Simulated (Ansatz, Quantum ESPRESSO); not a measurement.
# honeycomb PN, 2 layers, AB stacking in an electric field, part 2 of 6

How does honeycomb PN, 2 layers, AB stacking respond to a gate-like field without added charge?

Quantum ESPRESSO 7.5; plane-wave DFT, vdW-DF-cx, GBRV ultrasoft pseudopotentials made under PBE; geometry and cross-check by Ansatz 0.2.0 with PAW datasets.

So far: Starting point; Relaxation with Ansatz.

## (3) Ground state: no field

The zero-field run is the reference. tefield and dipfield are on already, so that all runs share k-points and boundary.

Level of this step: plane-wave DFT, vdW-DF-cx, GBRV ultrasoft pseudopotentials made under PBE (Quantum ESPRESSO 7.5). input_dft overrides the functional of the files.

Input file f0.in:

```
&control
  prefix = 'f0'
  outdir = './out'
  pseudo_dir = './pseudo'
  calculation = 'scf'
  tprnfor = .true.
  tefield = .true.
  dipfield = .true.
/
&system
  ibrav = 0
  nat = 4
  ntyp = 2
  ecutwfc = 40
  ecutrho = 200
  input_dft = 'vdw-df-cx'
  occupations = 'smearing'
  smearing = 'fd'
  degauss = 0.004
  edir = 3
  emaxpos = 0.97
  eopreg = 0.04
  eamp = 0.0
/
&electrons
  conv_thr = 1e-09
  mixing_beta = 0.4
  electron_maxstep = 120
  mixing_mode = 'plain'
/
ATOMIC_SPECIES
  N   14.0070  n_pbe_v1.2.uspp.F.UPF
  P   30.9738  p_pbe_v1.5.uspp.F.UPF
CELL_PARAMETERS angstrom
  2.71421660648285 0.00000000000000 0.00000000000000
  -1.35710830324143 2.35058053258774 0.00000000000000
  0.00000000000000 0.00000000000000 22.02000000000000
ATOMIC_POSITIONS crystal
  N   0.666666666667 0.333333333333 0.382698704254
  P   0.333333333333 0.666666666667 0.422177207251
  N   -0.000000000000 -0.000000000000 0.577854657422
  P   0.666666666667 0.333333333333 0.617269431073
K_POINTS automatic
  12 12 1 0 0 0
```

Started as:

```
$ OMP_NUM_THREADS=1 mpirun -n 4 pw.x -nk 4 -in f0.in > f0.out
```

What it wrote:

```text
Program PWSCF v.7.5 starts
[citation notice left out]

     Parallel version (MPI & OpenMP), running on       4 processor cores
     Number of MPI processes:                 4
     Threads/MPI process:                     1

     MPI processes distributed on     1 nodes
[...]
Current dimensions of program PWSCF are:
     Max number of different atomic species (ntypx) = 10
     Max number of k-points (npk) =  40000
     Max angular momentum in pseudopotentials (lmaxx) =  4
     Presently no symmetry can be used with electric field

     IMPORTANT: XC functional enforced from input :
     Exchange-correlation= VDW-DF-CX
                           (   1   4  27   0   1   0   0)
     Any further DFT definition will be discarded
     Please, verify this is what you really want

     K-points division:     npool     =       4
     Subspace diagonalization in iterative solution of the eigenvalue problem:
     a serial algorithm will be used

     G-vector sticks info
     --------------------
     sticks:   dense  smooth     PW     G-vecs:    dense   smooth      PW
     Sum         361     295    109                45343    32441    6903

     Using Slab Decomposition

     bravais-lattice index     =            0
     lattice parameter (alat)  =       5.1291  a.u.
     unit-cell volume          =     948.0550 (a.u.)^3
     number of atoms/cell      =            4
     number of atomic types    =            2
     number of electrons       =        20.00
     number of Kohn-Sham states=           14
     kinetic-energy cutoff     =      40.0000  Ry
     charge density cutoff     =     200.0000  Ry
     scf convergence threshold =      1.0E-09
     mixing beta               =       0.4000
     number of iterations used =            8  plain     mixing
     Exchange-correlation= VDW-DF-CX
                           (   1   4  27   0   1   0   0)

     celldm(1)=   5.129126  celldm(2)=   0.000000  celldm(3)=   0.000000
     celldm(4)=   0.000000  celldm(5)=   0.000000  celldm(6)=   0.000000

     crystal axes: (cart. coord. in units of alat)
               a(1) = (   1.000000   0.000000   0.000000 )
               a(2) = (  -0.500000   0.866025   0.000000 )
               a(3) = (   0.000000   0.000000   8.112838 )

     reciprocal axes: (cart. coord. in units 2 pi/alat)
               b(1) = (  1.000000  0.577350 -0.000000 )
               b(2) = (  0.000000  1.154701  0.000000 )
               b(3) = (  0.000000 -0.000000  0.123261 )

     PseudoPot. # 1 for N  read from file:
     ./pseudo/n_pbe_v1.2.uspp.F.UPF
     Pseudo is Ultrasoft + core correction, Zval =  5.0
     Generated by new atomic code, or converted to UPF format
     Using radial grid of  729 points,  4 beta functions with:
                l(1) =   0
                l(2) =   0
                l(3) =   1
                l(4) =   1
     Q(r) pseudized with  8 coefficients,  rinner =    0.900   0.900   0.900

     PseudoPot. # 2 for P  read from file:
     ./pseudo/p_pbe_v1.5.uspp.F.UPF
     Pseudo is Ultrasoft + core correction, Zval =  5.0
     Generated by new atomic code, or converted to UPF format
     Using radial grid of  903 points,  6 beta functions with:
                l(1) =   0
                l(2) =   0
                l(3) =   1
                l(4) =   1
                l(5) =   2
                l(6) =   2
     Q(r) pseudized with  8 coefficients,  rinner =    1.300   1.300   1.300
                                                       1.300   1.300

     atomic species   valence    mass     pseudopotential
     N                 5.00    14.00700     N ( 1.00)
     P                 5.00    30.97380     P ( 1.00)

     No symmetry found

   Cartesian axes

     site n.     atom                  positions (alat units)
         1        N      tau(   1) = (   0.5000000   0.2886751   3.1047726  )
         2        P      tau(   2) = (  -0.0000000   0.5773503   3.4250553  )
         3        N      tau(   3) = (   0.0000000   0.0000000   4.6880413  )
         4        P      tau(   4) = (   0.5000000   0.2886751   5.0078070  )

     number of k points=    74  Fermi-Dirac smearing, width (Ry)=  0.0040
                       cart. coord. in units 2pi/alat
        k(    1) = (   0.0000000   0.0000000   0.0000000), wk =   0.0138889
        k(    2) = (   0.0000000   0.0962250   0.0000000), wk =   0.0277778
        k(    3) = (   0.0000000   0.1924501   0.0000000), wk =   0.0277778
        k(    4) = (   0.0000000   0.2886751   0.0000000), wk =   0.0277778
        k(    5) = (   0.0000000   0.3849002   0.0000000), wk =   0.0277778
        k(    6) = (   0.0000000   0.4811252   0.0000000), wk =   0.0277778
        k(    7) = (   0.0000000  -0.5773503   0.0000000), wk =   0.0138889
        k(    8) = (   0.0833333   0.0481125   0.0000000), wk =   0.0277778
        k(    9) = (   0.0833333   0.1443376   0.0000000), wk =   0.0277778
        k(   10) = (   0.0833333   0.2405626   0.0000000), wk =   0.0277778
[...]
k(   74) = (  -0.5000000  -0.8660254   0.0000000), wk =   0.0138889

     Dense  grid:    45343 G-vectors     FFT dimensions: (  24,  24, 192)

     Smooth grid:    32441 G-vectors     FFT dimensions: (  24,  24, 180)

     Estimated max dynamical RAM per process >      83.74 MB

     Estimated total dynamical RAM >     301.74 MB

     Initial potential from superposition of free atoms

     starting charge      19.9997, renormalised to      20.0000

     negative rho (up, down):  8.161E-05 0.000E+00

     %%%%%%%%%%%%%%%%%%%%%%%%%%%%%%%%%%%%%%%%%%%%%%%%%%%%%%%%%%%%%%%%%%%%%%%%
     %                                                                      %
     % You are using vdW-DF, which was implemented by the Thonhauser group. %
     % Please cite the following two papers that made this development      %
     % possible and the two reviews that describe the various versions:     %
     %                                                                      %
     %   T. Thonhauser et al., PRL 115, 136402 (2015).                      %
     %   T. Thonhauser et al., PRB 76, 125112 (2007).                       %
     %   K. Berland et al., Rep. Prog. Phys. 78, 066501 (2015).             %
     %   D.C. Langreth et al., J. Phys.: Condens. Matter 21, 084203 (2009). %
     %                                                                      %
     % If you are calculating stress with vdW-DF, please also cite:         %
     %                                                                      %
[...]
negative rho (up, down):  1.597E-04 0.000E+00

[...]
Dipole                0.0471 Ry au,          0.1198 Debye
[...]
total energy              =     -71.19417227 Ry
     estimated scf accuracy    <       0.00643454 Ry

     iteration #  7     ecut=    40.00 Ry     beta= 0.40
[...]
negative rho (up, down):  1.848E-04 0.000E+00

[...]
Dipole                0.0659 Ry au,          0.1674 Debye
[...]
total energy              =     -71.19466231 Ry
     estimated scf accuracy    <       0.00115458 Ry

     iteration #  8     ecut=    40.00 Ry     beta= 0.40
[...]
negative rho (up, down):  1.974E-04 0.000E+00

[...]
Dipole                0.0682 Ry au,          0.1733 Debye
[...]
total energy              =     -71.19467927 Ry
     estimated scf accuracy    <       0.00074416 Ry

     iteration #  9     ecut=    40.00 Ry     beta= 0.40
[...]
negative rho (up, down):  2.086E-04 0.000E+00

[...]
Dipole                0.0734 Ry au,          0.1865 Debye
[...]
total energy              =     -71.19465134 Ry
     estimated scf accuracy    <       0.00065120 Ry

     iteration # 10     ecut=    40.00 Ry     beta= 0.40
[...]
negative rho (up, down):  2.189E-04 0.000E+00

[...]
Dipole                0.0791 Ry au,          0.2012 Debye
[...]
total energy              =     -71.19460763 Ry
     estimated scf accuracy    <       0.00047476 Ry

     iteration # 11     ecut=    40.00 Ry     beta= 0.40
[...]
negative rho (up, down):  2.433E-04 0.000E+00

[...]
Dipole                0.0893 Ry au,          0.2270 Debye
[...]
total energy              =     -71.19454195 Ry
     estimated scf accuracy    <       0.00031925 Ry

     iteration # 12     ecut=    40.00 Ry     beta= 0.40
[...]
negative rho (up, down):  2.685E-04 0.000E+00

[...]
Dipole                0.1059 Ry au,          0.2691 Debye
[...]
total energy              =     -71.19447979 Ry
     estimated scf accuracy    <       0.00013097 Ry

     iteration # 13     ecut=    40.00 Ry     beta= 0.40
[...]
negative rho (up, down):  2.562E-04 0.000E+00

[...]
Dipole                0.1051 Ry au,          0.2670 Debye
[...]
total energy              =     -71.19452801 Ry
     estimated scf accuracy    <       0.00000040 Ry

     iteration # 14     ecut=    40.00 Ry     beta= 0.40
[...]
c_bands:  2 eigenvalues not converged
     c_bands:  4 eigenvalues not converged
[...]
negative rho (up, down):  2.527E-04 0.000E+00

[...]
Dipole                0.1049 Ry au,          0.2668 Debye
[...]
total energy              =     -71.19453855 Ry
     estimated scf accuracy    <       0.00000003 Ry

     iteration # 15     ecut=    40.00 Ry     beta= 0.40
[...]
negative rho (up, down):  2.525E-04 0.000E+00

[...]
Dipole                0.1051 Ry au,          0.2670 Debye
[...]
total energy              =     -71.19453859 Ry
     estimated scf accuracy    <       0.00000002 Ry

     iteration # 16     ecut=    40.00 Ry     beta= 0.40
[...]
negative rho (up, down):  2.525E-04 0.000E+00

[...]
Dipole                0.1050 Ry au,          0.2670 Debye
[...]
total energy              =     -71.19453861 Ry
     estimated scf accuracy    <          3.7E-09 Ry

     iteration # 17     ecut=    40.00 Ry     beta= 0.40
[...]
negative rho (up, down):  2.526E-04 0.000E+00

[...]
Dipole                0.1051 Ry au,          0.2670 Debye
[...]
End of self-consistent calculation

          k = 0.0000 0.0000 0.0000 (  4019 PWs)   bands (ev):

   -22.2455 -21.4374 -10.5382  -9.6530  -4.9010  -4.9010  -4.0911  -4.0911
    -3.6078  -2.3048   2.1874   3.2859   3.3874   4.4761

          k = 0.0000 0.0962 0.0000 (  4015 PWs)   bands (ev):

   -22.1015 -21.2934 -10.4074  -9.5265  -5.7033  -5.0906  -4.8891  -4.2807
    -3.4275  -2.1551   2.5668   3.5167   3.7428   3.9850

          k = 0.0000 0.1925 0.0000 (  4013 PWs)   bands (ev):

   -21.6759 -20.8678 -10.0661  -9.2079  -7.3506  -6.5372  -5.5561  -4.7462
    -3.1229  -1.9193   2.3632   3.1731   3.4847   4.6050

          k = 0.0000 0.2887 0.0000 (  4057 PWs)   bands (ev):

   -20.9925 -20.1843 -10.1729  -9.3878  -8.5299  -7.6881  -6.1011  -5.2913
    -2.8139  -1.7469   1.1334   1.9195   4.0437   5.1114

          k = 0.0000 0.3849 0.0000 (  4059 PWs)   bands (ev):

   -20.1120 -19.3038 -11.7532 -10.9491  -7.9804  -7.1100  -6.5729  -5.7630
    -2.7574  -1.8608   0.0168   0.8078   3.8625   4.8348

          k = 0.0000 0.4811 0.0000 (  4077 PWs)   bands (ev):

   -19.2057 -18.3975 -13.2790 -12.4721  -6.9839  -6.8838  -6.1367  -6.0739
    -3.3188  -2.4798  -0.6036   0.2124   3.5737   4.4535

[...]
the Fermi energy is    -1.1712 ev

!    total energy              =     -71.19453862 Ry
     estimated scf accuracy    <          1.8E-10 Ry
     smearing contrib. (-TS)   =      -0.00000155 Ry
     internal energy E=F+TS    =     -71.19453708 Ry

     The total energy is F=E-TS. E is the sum of the following terms:
     one-electron contribution =    -657.66139601 Ry
     hartree contribution      =     333.23478487 Ry
     xc contribution           =     -22.64962164 Ry
     ewald contribution        =     275.88154942 Ry
     electric field correction =       0.00014629 Ry

     convergence has been achieved in  17 iterations

     negative rho (up, down):  2.526E-04 0.000E+00

     Forces acting on atoms (cartesian axes, Ry/au):

     atom    1 type  1   force =     0.00000009   -0.00000000   -0.00143527
     atom    2 type  2   force =    -0.00000003    0.00000001    0.00095591
     atom    3 type  1   force =    -0.00000003    0.00000000   -0.00196139
     atom    4 type  2   force =    -0.00000003   -0.00000001    0.00244075

     Total force =     0.003575     Total SCF correction =     0.000031

[...]
=------------------------------------------------------------------------------=
   JOB DONE.
=------------------------------------------------------------------------------=
[...]
[key lines of the parts left out:]
Dipole field          0.0014 Ry au,
```

Wall time 54 s (4 MPI ranks of Arm Neoverse V2, shared host); peak memory 0.48 GiB.

This step gave:

```
free energy                          : -968.6510 eV
Fermi energy                         : -1.171 eV
dipole along the normal              : 0.05559 e·Å
valence top, on the run's zero       : -1.683 eV
conduction bottom, on the run's zero : -0.7447 eV
gap by band count                    : 0.9387 eV
```

The program's own clock; routines nest. Time by routine:

```tsv
routine	wall time (s)	calls
PWSCF	52.81	1
electrons	37.93	1
c_bands	29.64	17
cegterg	25.4	325
h_psi	21.01	2074
fftw	19.43	32334
vloc_psi	18.33	2074
v_of_rho	17.01	18
init_run	14.38	1
potinit	13.59	1
vdW_kernel	13.35	1
sum_band	4.27	17
calbec	1.72	2473
fft	1.46	1193
```

The run needed 17 iterations to bring the estimated error under 1e-09 Ry; the largest force on any atom, held or free, is 0.06 eV/Å.

## (4) Electrostatic potential

plot_num = 11 writes the bare and Hartree potential. It leaves out exchange and correlation, which fade slowly, so it flattens close to the surface.

Input file f0.pot.in:

```
&inputpp
  prefix = 'f0'
  outdir = './out'
  filplot = 'f0.pot.dat'
  plot_num = 11
/
```

Started as:

```
$ OMP_NUM_THREADS=1 mpirun -n 4 pp.x -in f0.pot.in > f0.pot.out
```

Elapsed: 14 s, on 4 MPI ranks; peak memory 0.24 GiB.

This step gave:

| Quantity | Value |
| --- | --- |
| slope of the potential above | 7.87e-5 eV/Å |
| upper vacuum line continued to the top atoms, over the valence top | 5.906 eV |
| slope of the potential below | -8.65e-7 eV/Å |
| lower vacuum line continued to the bottom atoms, over the valence top | 7.484 eV |
| vacuum level at the upper face over the valence top of the mesh | 5.907 eV |
| vacuum level at the lower face over the valence top of the mesh | 7.484 eV |

The vacuum is flat to 0.1 meV/Å, so its level is well defined. Inside the slab the curve depends on the local part of the pseudopotentials; only the vacuum level has a meaning of its own.

[end of part 2 of 6]

[Logs are printed without paths, hosts, clocks, repeated set-up lines and the standing remarks that a program may print on its own settings, such as how far it seeks lower states.]

[Hosts, paths, dates, database ids (printed as entryN), source tags and the programs' standing remarks are cut or masked in the printed files.]

[Maps of the electrostatic potential energy from Ansatz leave out the sawtooth potential of an applied field or a dipole correction, so their vacuum need not be flat; planar profiles and work functions include it.]
